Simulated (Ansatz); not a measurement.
# How many bands does the GW gap of NaF (Villiaumite) need?

Wanted: a G0W0 gap for NaF (Villiaumite) that is converged in bands and cutoff, or an estimate of the limit.

Calculated with Ansatz 0.2.0; G0W0 on PBE, plane waves, PAW; PAW set soft_1.

The database entry behind the starting cell differs from later determinations by our own check (0.1 to 0.3 % short, probably kX units), so it need not match the best structure at ambient conditions.

### Step 1. Set-up

Symmetry: Fm-3m, No. 225, cubic system. Conventional cell: a = 4.620 Å, b = 4.620 Å, c = 4.620 Å, α = 90.00°, β = 90.00°, γ = 90.00°. Na has 6 F at 2.31 Å nearest. Nearest to F lie 6 Na at 2.31 Å. Farther neighbours and most contacts between anions are not listed.

The cell and positions come from the Crystallography Open Database and are kept as given unless a step says otherwise.

### Step 2. 26 empty bands, screening to 60 eV

Now the one-shot GW correction: screening in the RPA, then the self-energy of the levels asked for. This step takes PAW set soft_1 files.

Contents of input.yaml:

```yaml
crystal:
  lattice:
    - [0.0, 2.31, 2.31]
    - [2.31, 0.0, 2.31]
    - [2.31, 2.31, 0.0]
  atoms:
    - { symbol: Na, position: [0.0, 0.0, 0.0] }
    - { symbol: F, position: [0.5, 0.5, 0.5] }
kpoints:
  mp_grid: { grid: [6, 6, 6] }
hamiltonian:
  xc: pbe
  pseudopotentials: { kind: paw, azcp: { folder: soft_1 } }
scf:
  occupations: { method: fixed }
gw:
  n_empty_bands: 26
  ecut_chi: 60
  qp_bands: [v2, c2]
  qp_kpoints: band_edges
  screening: { model: contour_deformation }
```

Started as:

```sh
$ ansatz run input.yaml --threads 24 --pin off --max-ram 82944MiB --backend cuda --events-out ev --progress --plain --runs-dir out --devices 1 --max-vram 78GiB
```

Numbers of over 12 decimals in the logs are rounded to 6 here.

The program printed:

```text
GPUs: using 1 of 1 available (devices: 1).
Engine: ansatz 0.2.0, aarch64-unknown-linux-gnu
Pseudopotentials: kind: paw
Pseudopotential: Na, paw, valence charge 9, recommended cutoff 420 eV (normal), soft_1/Na.paw.azcp
Pseudopotential: F, paw, valence charge 7, recommended cutoff 420 eV (normal), soft_1/F.paw.azcp
Functional definition: PBE
  parameter kappa = 0.804
  parameter beta = 0.066725
  exchange = pbe_x(kappa = kappa, mu = beta*pi^2/3)
  correlation = pbe_c(beta = beta)
[...]
Crystal: 2 atoms, lattice volume = 24.653 Å³
Basis set: ecut = 420 eV, 531 PW (Γ)
Bands: 12, of which v1, the nominal top of the filled ones, is band 8 counted from 1 (7 counted from 0)
Symmetry: 48 space group operations
Space group: Fm-3m (ITA 225), of the structure as read, at distance tolerance 2.9e-5 Å
k-points: 16 of 216
Non-local potential: Na, projectors of the file, l = 0: 3, l = 1: 2, l = 2: 1
Non-local potential: F, projectors of the file, l = 0: 2, l = 1: 2, l = 2: 1
PAW form: soft (Blöchl's): semilocal exchange-correlation on the pseudo side does not see the compensation charge
PAW one-centre angular grid: Na, 110 points (default); XC on 64 Gauss nodes
PAW one-centre angular grid: F, 110 points (default); XC on 64 Gauss nodes
Initial density: superposition of atomic densities (chi_scale 0.1, normalization cell, long waves kept (reshape's long-wave potential 0.00 eV rms))
Initial wavefunctions: pseudopotential atomic-orbital guess
[...]
Functional: x = pbe(κ = 0.804, μ = 0.219515), c = pbe(β = 0.066725)
SCF iter   1: F=—  HF=-2299.953494 eV  |F-HF|=—  |Δ(HF+E_count)|=         —  Δρ=2.03e-1  dr2=7.17e0  ethr=3.10e-3  ⟨swp⟩=4.2  Hψ=1095  notcnv=0  defer=22
preconditioner: auto → none  [insulator: Δε(μ)=3.139 eV  Ē_g=17.814 eV  n_scr=8 (ndim 8)  ℏωp=21.2 eV  f_vac=0.000  ε∞_Penn≈2.4]
SCF iter   2: F=—  HF=-2297.951687 eV  |F-HF|=—  |Δ(HF+E_count)|=    2.00e0  Δρ=1.17e-1  dr2=1.98e0  ethr=3.10e-3  ⟨swp⟩=3.8  Hψ=564  notcnv=0  defer=29
SCF iter   3: F=—  HF=-2297.417686 eV  |F-HF|=—  |Δ(HF+E_count)|=   5.34e-1  Δρ=2.01e-2  dr2=8.68e-2  ethr=3.10e-3  ⟨swp⟩=2.0  Hψ=423  notcnv=0  defer=25
SCF iter   4: F=—  HF=-2297.421833 eV  |F-HF|=—  |Δ(HF+E_count)|=   4.15e-3  Δρ=4.55e-3  dr2=3.20e-3  ethr=5.42e-4  ⟨swp⟩=2.2  Hψ=315  notcnv=0  defer=30
SCF iter   5: F=—  HF=-2297.425031 eV  |F-HF|=—  |Δ(HF+E_count)|=   3.20e-3  Δρ=9.09e-4  dr2=2.00e-4  ethr=2.00e-5  ⟨swp⟩=2.5  Hψ=363  notcnv=0  defer=30
SCF iter   6: F=—  HF=-2297.425025 eV  |F-HF|=—  |Δ(HF+E_count)|=   5.53e-6  Δρ=2.30e-4  dr2=1.45e-5  ethr=1.25e-6  ⟨swp⟩=2.1  Hψ=272  notcnv=0  defer=30
SCF iter   7: F=-2297.425036 eV  HF=-2297.425036 eV  |F-HF|=4.96e-10  |Δ(HF+E_count)|=   1.05e-5  Δρ=9.82e-6  dr2=1.69e-8  ethr=6.25e-10  ⟨swp⟩=4.6  Hψ=1046  notcnv=0
SCF 1 converged in 7 iterations: F = -2297.425036 eV  dr2 = 1.69e-8
  greatest PAW one-centre occupation: 0.999 electrons in one spin orbital (limit 2), on the Na atom at site 0 (counted from 0), in its partial waves of l = 0
[...]
NSCF: frozen V_eff on 16 k-points, pencils in batches of 32, up to order 48
the band table was solved once the SCF had ended and its energy, with any forces and stress, was formed, with the checks that follow a solve (1191 applications of the Hamiltonian). They found nothing against the state; the energy, forces and stress were not computed again (output.eigenvalues in the input reference)
[...]
NSCF: frozen V_eff on 16 k-points
G₀W₀ screening: q 1/16
[... further progress lines ...]
[...]
NSCF: frozen V_eff on 1 k-points
[...]
NSCF: frozen V_eff on 1 k-points
SCF converged after 7 iterations
Free energy (F): -2297.425036 eV
Harris-Foulkes:  -2297.425036 eV  (|F-HF|=4.96e-10)
Internal energy: -2297.425036 eV  (E = F + TS)
E sigma→0 (E₀):  -2297.425036 eV
Fermi energy:    0.984376 eV
--- Per-component energies (eV) ---
  E_band       = -233.905891
  E_kinetic    = 312.948984
  E_local      = -1846.039881  (includes V_loc(G=0)·N_el)
  E_nonlocal   = 365.677176
  E_hartree    = 626.477303
  E_xc         = -115.454539
  E_vxc        = -148.168414  (∫ρ·V_xc dr)
  E_paw        = -498.197896  (= ΣΔE_a)
  E_vpaw       = -171.281957  (= ΣTr[D̂ρ^β])
[...]
0    10     20.0310    -2.1587    -3.2698    -7.2049  0.8775    21.8476    21.8074  root
     1     7      0.9191   -31.3538     5.1892   -23.4810  0.8120    -1.8494    -1.7645  root
     1     8      0.9191   -31.3538     5.1892   -23.4810  0.8120    -1.8494    -1.7645  root
     1     9      8.2802    -7.0267    -2.6784   -11.3228  0.8929     9.9119     9.8979  root
     1    10     17.5562    -2.8028    -3.2256    -7.6641  0.8720    19.2176    19.1919  root
     2     7      0.7905   -31.1062     5.1967   -23.1940  0.8113    -2.0138    -1.9250  root
     2     8      0.7905   -31.1062     5.1967   -23.1940  0.8113    -2.0138    -1.9250  root
     2     9     10.2725    -7.2408    -2.7705   -11.8001  0.8867    12.0815    12.0613  root
     2    10     15.0487    -5.1300    -3.0936   -10.0859  0.8739    16.9429    16.9109  root
     3     7      0.7275   -30.9869     5.2006   -23.0555  0.8109    -2.0940    -2.0033  root
     3     8      0.7275   -30.9869     5.2006   -23.0555  0.8109    -2.0940    -2.0033  root
     3     9     11.8305    -5.0201    -2.9843    -9.6235  0.8910    13.4672    13.4496  root
     3    10     13.5438    -8.4641    -2.9436   -13.6387  0.8661    15.8272    15.7748  root
     4     7      0.8739   -31.2909     5.1839   -23.4089  0.8120    -1.9106    -1.8243  root
     4     8      0.8739   -31.2909     5.1839   -23.4089  0.8120    -1.9106    -1.8243  root
     4     9      8.5659    -7.2396    -2.6703   -11.5705  0.8914    10.2415    10.2264  root
     4    10     17.3446    -1.8571    -3.1676    -6.5091  0.8781    18.8483    18.8290  root
     5     7      0.7174   -30.9605     5.1796   -23.0450  0.8114    -2.1093    -2.0184  root
     5     8      0.7588   -31.0896     5.1879   -23.1733  0.8115    -2.0595    -1.9697  root
     5     9     10.1859    -7.6382    -2.7363   -12.2097  0.8853    12.0426    12.0212  root
     5    10     15.5766    -3.3872    -3.0921    -8.1160  0.8793    17.2361    17.2132  root
     6     7      0.5349   -30.5704     5.1650   -22.6281  0.8109    -2.3383    -2.2423  root
     6     8      0.6887   -30.9489     5.1964   -23.0087  0.8110    -2.1472    -2.0552  root
     6     9     12.1599    -6.2334    -2.9344   -10.9730  0.8841    13.9890    13.9650  root
[...]
11     7      0.0696   -29.7021     5.1061   -21.7113  0.8104    -2.9253    -2.8151  root ?
[...]
12    10     14.3361    -1.9761    -2.9774    -6.3558  0.8918    15.7526    15.7384  root
    13     7      0.4556   -30.4758     5.1498   -22.5234  0.8112    -2.4456    -2.3470  root
    13     8      0.6462   -30.8544     5.1888   -22.9136  0.8109    -2.1989    -2.1058  root
    13     9     11.8467    -7.5265    -2.8582   -12.3467  0.8796    13.8378    13.8087  root
    13    10     14.8047    -4.1564    -3.0328    -8.8812  0.8795    16.5214    16.4966  root
    14     7      0.2499   -30.0376     5.1270   -22.0651  0.8107    -2.7003    -2.5957  root ?
    14     8      0.5682   -30.7069     5.1845   -22.7528  0.8107    -2.2967    -2.2014  root
    14     9     13.4585    -5.7766    -2.9962   -10.5897  0.8795    15.3032    15.2754  root
    14    10     13.9730    -6.9906    -2.9867   -12.0212  0.8707    16.0585    16.0168  root
```

The job ended after 2.5 s (1 × NVIDIA GB200 (shared by 2 runs) with 24 threads of Arm Neoverse V2, shared host; peak memory 1 GiB; 6.2 s of CPU time).

In the SCF lines HF is the Harris–Foulkes energy and dr2 the Hartree energy of the density residual, in eV; the loop may stop once dr2 is under the threshold and the program's other checks hold. Hψ counts applications of the Hamiltonian.

Numbers from this step:

```
bands summed                                 : 34
RPA ε∞ on this mesh (eigenvalues)            : 1.803, 1.803, 1.803
plane waves in the screening matrix          : 27
q-points in the mesh                         : 216
G0W0 gap on the mesh                         : 10.53 eV
k of the valence top                         : 0, 0, 0
k of the conduction bottom                   : 0, 0, 0
starting gap on the mesh                     : 6.365 eV
Z at the valence top                         : 0.8124
Z at the conduction bottom                   : 0.8985
least direct G0W0 gap on the computed points : 10.53 eV
```

The gap on the mesh goes from 6.36 eV to 10.53 eV, a correction of +4.16 eV. Between the two edge states, bare exchange in place of the xc potential would open the gap by 12.12 eV, and correlation takes back 7.96 eV.

### Step 3. 73 empty bands, screening to 120 eV

Bands and screening cutoff are moved together, since each hides the error of the other.

input.yaml: that of step 2 with these lines changed.

```diff
@@ -16,4 +16,4 @@
 gw:
-  n_empty_bands: 26
-  ecut_chi: 60
+  n_empty_bands: 73
+  ecut_chi: 120
   qp_bands: [v2, c2]
```

The program printed:

```text
GPUs: using 1 of 1 available (devices: 1).
[...]
Crystal: 2 atoms, lattice volume = 24.653 Å³
Basis set: ecut = 420 eV, 531 PW (Γ)
Bands: 12, of which v1, the nominal top of the filled ones, is band 8 counted from 1 (7 counted from 0)
Symmetry: 48 space group operations
[...]
k-points: 16 of 216
[...]
SCF iter   1: F=—  HF=-2299.953494 eV  |F-HF|=—  |Δ(HF+E_count)|=         —  Δρ=2.03e-1  dr2=7.17e0  ethr=3.10e-3  ⟨swp⟩=4.2  Hψ=1095  notcnv=0  defer=22
[...]
SCF iter   7: F=-2297.425036 eV  HF=-2297.425036 eV  |F-HF|=4.96e-10  |Δ(HF+E_count)|=   1.05e-5  Δρ=9.82e-6  dr2=1.69e-8  ethr=6.25e-10  ⟨swp⟩=4.6  Hψ=1046  notcnv=0
SCF 1 converged in 7 iterations: F = -2297.425036 eV  dr2 = 1.69e-8
[...]
NSCF: frozen V_eff on 16 k-points, pencils in batches of 32, up to order 48
[...]
NSCF: frozen V_eff on 16 k-points
G₀W₀ screening: q 1/16
[... further progress lines ...]
[...]
SCF converged after 7 iterations
Free energy (F): -2297.425036 eV
[...]
Internal energy: -2297.425036 eV  (E = F + TS)
E sigma→0 (E₀):  -2297.425036 eV
Fermi energy:    0.984376 eV
[...]
0    10     20.0310    -2.1587    -3.4780    -7.2049  0.8759    21.6258    21.5991  root
     1     7      0.9191   -31.3538     5.2468   -23.4810  0.8040    -1.7857    -1.7069  root
     1     8      0.9191   -31.3538     5.2468   -23.4810  0.8040    -1.7857    -1.7069  root
     1     9      8.2802    -7.0267    -2.7293   -11.3228  0.8907     9.8595     9.8470  root
     1    10     17.5562    -2.8028    -3.3794    -7.6641  0.8720    19.0573    19.0382  root
     2     7      0.7905   -31.1062     5.2518   -23.1940  0.8034    -1.9527    -1.8699  root
     2     8      0.7905   -31.1062     5.2518   -23.1940  0.8034    -1.9527    -1.8699  root
     2     9     10.2725    -7.2408    -2.8309   -11.8001  0.8843    12.0190    12.0009  root
[...]
11     7      0.0696   -29.7021     5.1622   -21.7113  0.8036    -2.8627    -2.7590  root ?
[...]
14     7      0.2499   -30.0376     5.1829   -22.0651  0.8036    -2.6379    -2.5397  root
    14     8      0.5682   -30.7069     5.2385   -22.7528  0.8031    -2.2366    -2.1474  root
    14     9     13.4585    -5.7766    -3.0806   -10.5897  0.8779    15.2151    15.1910  root
    14    10     13.9730    -6.9906    -3.0927   -12.0212  0.8682    15.9454    15.9107  root
```

The job ended after 2.4 s (1 × NVIDIA GB200 (shared by 2 runs) with 24 threads; peak memory 1 GiB; 7.9 s of CPU time).

This step gave:

```yaml
bands_summed: 81
rpa_eps_infinity_on_this_mesh_eigenvalues: 1.807, 1.807, 1.807
plane_waves_in_the_screening_matrix: 65
q_points_in_the_mesh: 216
g0w0_gap_on_the_mesh: 10.42 eV
k_of_the_valence_top: 0, 0, 0
k_of_the_conduction_bottom: 0, 0, 0
starting_gap_on_the_mesh: 6.365 eV
z_at_the_valence_top: 0.8042
z_at_the_conduction_bottom: 0.8970
least_direct_g0w0_gap_on_the_computed_points: 10.42 eV
```

Against the run with 6×6×6 mesh, 26 empty bands, screening to 60 eV, PAW set soft_1 files, the gap moves by −0.11 eV.

### Step 4. 158 empty bands, screening to 200 eV

input.yaml: that of step 3 with these lines changed.

```diff
@@ -16,4 +16,4 @@
 gw:
-  n_empty_bands: 73
-  ecut_chi: 120
+  n_empty_bands: 158
+  ecut_chi: 200.0
   qp_bands: [v2, c2]
```

The program printed:

```text
GPUs: using 1 of 1 available (devices: 1).
[...]
Crystal: 2 atoms, lattice volume = 24.653 Å³
Basis set: ecut = 420 eV, 531 PW (Γ)
Bands: 12, of which v1, the nominal top of the filled ones, is band 8 counted from 1 (7 counted from 0)
Symmetry: 48 space group operations
[...]
k-points: 16 of 216
[...]
13    10     14.8047    -4.1564    -3.1947    -8.8812  0.8789    16.3539    16.3347  root
    14     7      0.2499   -30.0376     5.0417   -22.0651  0.8005    -2.7908    -2.6809  root ?
    14     8      0.5682   -30.7069     5.0836   -22.7528  0.7999    -2.4033    -2.3023  root ?
    14     9     13.4585    -5.7766    -3.1102   -10.5897  0.8776    15.1840    15.1614  root
    14    10     13.9730    -6.9906    -3.1575   -12.0212  0.8679    15.8771    15.8460  root
[key lines of the parts left out:]
SCF converged after 7 iterations
Free energy (F): -2297.425036 eV
Fermi energy:    0.984376 eV
```

It took 3.2 s on 1 × NVIDIA GB200 (shared by 2 runs) with 24 threads; peak memory 1.1 GiB.

This step gave:

| Property | Result |
| --- | --- |
| bands summed | 166 |
| RPA ε∞ on this mesh (eigenvalues) | 1.801, 1.801, 1.801 |
| plane waves in the screening matrix | 169 |
| G0W0 gap on the mesh | 10.60 eV |
| k of the valence top | 0, 0, 0 |
| k of the conduction bottom | 0, 0, 0 |
| starting gap on the mesh | 6.365 eV |
| least direct G0W0 gap on the computed points | 10.60 eV |

Against the run with 6×6×6 mesh, 73 empty bands, screening to 120 eV, PAW set soft_1 files, the gap moves by +0.18 eV.

### Step 5. Changing the k mesh: 4×4×4 mesh, 73 empty bands, screening to 120 eV, PAW set soft_1 files

A second mesh at equal bands and cutoff isolates the sampling error. Bands and cutoff differ from the step before, so it is read against an earlier run that matches them.

input.yaml: that of step 4 with these lines changed.

```diff
@@ -9,3 +9,3 @@
 kpoints:
-  mp_grid: { grid: [6, 6, 6] }
+  mp_grid: { grid: [4, 4, 4] }
 hamiltonian:
@@ -16,4 +16,4 @@
 gw:
-  n_empty_bands: 158
-  ecut_chi: 200.0
+  n_empty_bands: 73
+  ecut_chi: 120
   qp_bands: [v2, c2]
```

The program printed:

```text
GPUs: using 1 of 1 available (devices: 1).
[...]
device memory: the entry about to start is reckoned to put 1.7 GiB on a device that reports 180.7 GiB free (of which the cap on the GPU budget leaves the run 78.0 GiB)
GPU FFT provider: cuFFT
GPU libraries: cuBLAS 13.8.1, cuFFT 12.4.0, cuSOLVER 12.3.2
GPU matrix products: emulated (plane waves: as basis.precision tells), large ones in fixed point in workspaces of 1.00 GiB
[...]
1    10     16.2076    -3.7769    -3.3108    -8.6677  0.8745    17.8148    17.7876  root
[...]
6     7      0.5769   -30.8669     5.2564   -22.8838  0.8033    -2.2401    -2.1499  root
     6     8      0.5769   -30.8669     5.2564   -22.8838  0.8033    -2.2401    -2.1499  root
     6     9     14.2188    -8.0589    -3.1299   -13.2343  0.8587    16.3079    16.2644  root
     6    10     14.3364    -1.9635    -3.1406    -6.3554  0.8912    15.5988    15.5877  root
[key lines of the parts left out:]
SCF converged after 7 iterations
Free energy (F): -2297.424703 eV
Fermi energy:    0.985237 eV
```

Wall time 1.4 s (1 × NVIDIA GB200 (shared by 2 runs) with 24 threads); peak memory 1 GiB.

This step gave:

```yaml
bands_summed: 81
rpa_eps_infinity_on_this_mesh_eigenvalues: 1.813, 1.813, 1.813
plane_waves_in_the_screening_matrix: 65
g0w0_gap_on_the_mesh: 10.44 eV
k_of_the_valence_top: 0, 0, 0
k_of_the_conduction_bottom: 0, 0, 0
starting_gap_on_the_mesh: 6.364 eV
least_direct_g0w0_gap_on_the_computed_points: 10.44 eV
```

Against the run with 6×6×6 mesh, 73 empty bands, screening to 120 eV, PAW set soft_1 files, the gap moves by +0.018 eV.

(Part 1 of 2 ends here.)

[Paths, hosts, dates, memory and timing lines, banners, echoed tables and standing remarks are left out of the program output.]

[Logs are printed without paths, hosts, clocks, repeated set-up lines and the standing remarks that a program may print on its own settings, such as how far it seeks lower states.]

[Runs of the session that timed out or met a known fault of the program may be left out.]

[Cells called generated may have been cut or substituted from an entry of the Crystallography Open Database or the Materials Project.]

[Hosts, paths, dates, database ids (printed as entryN), source tags and the programs' standing remarks are cut or masked in the printed files.]
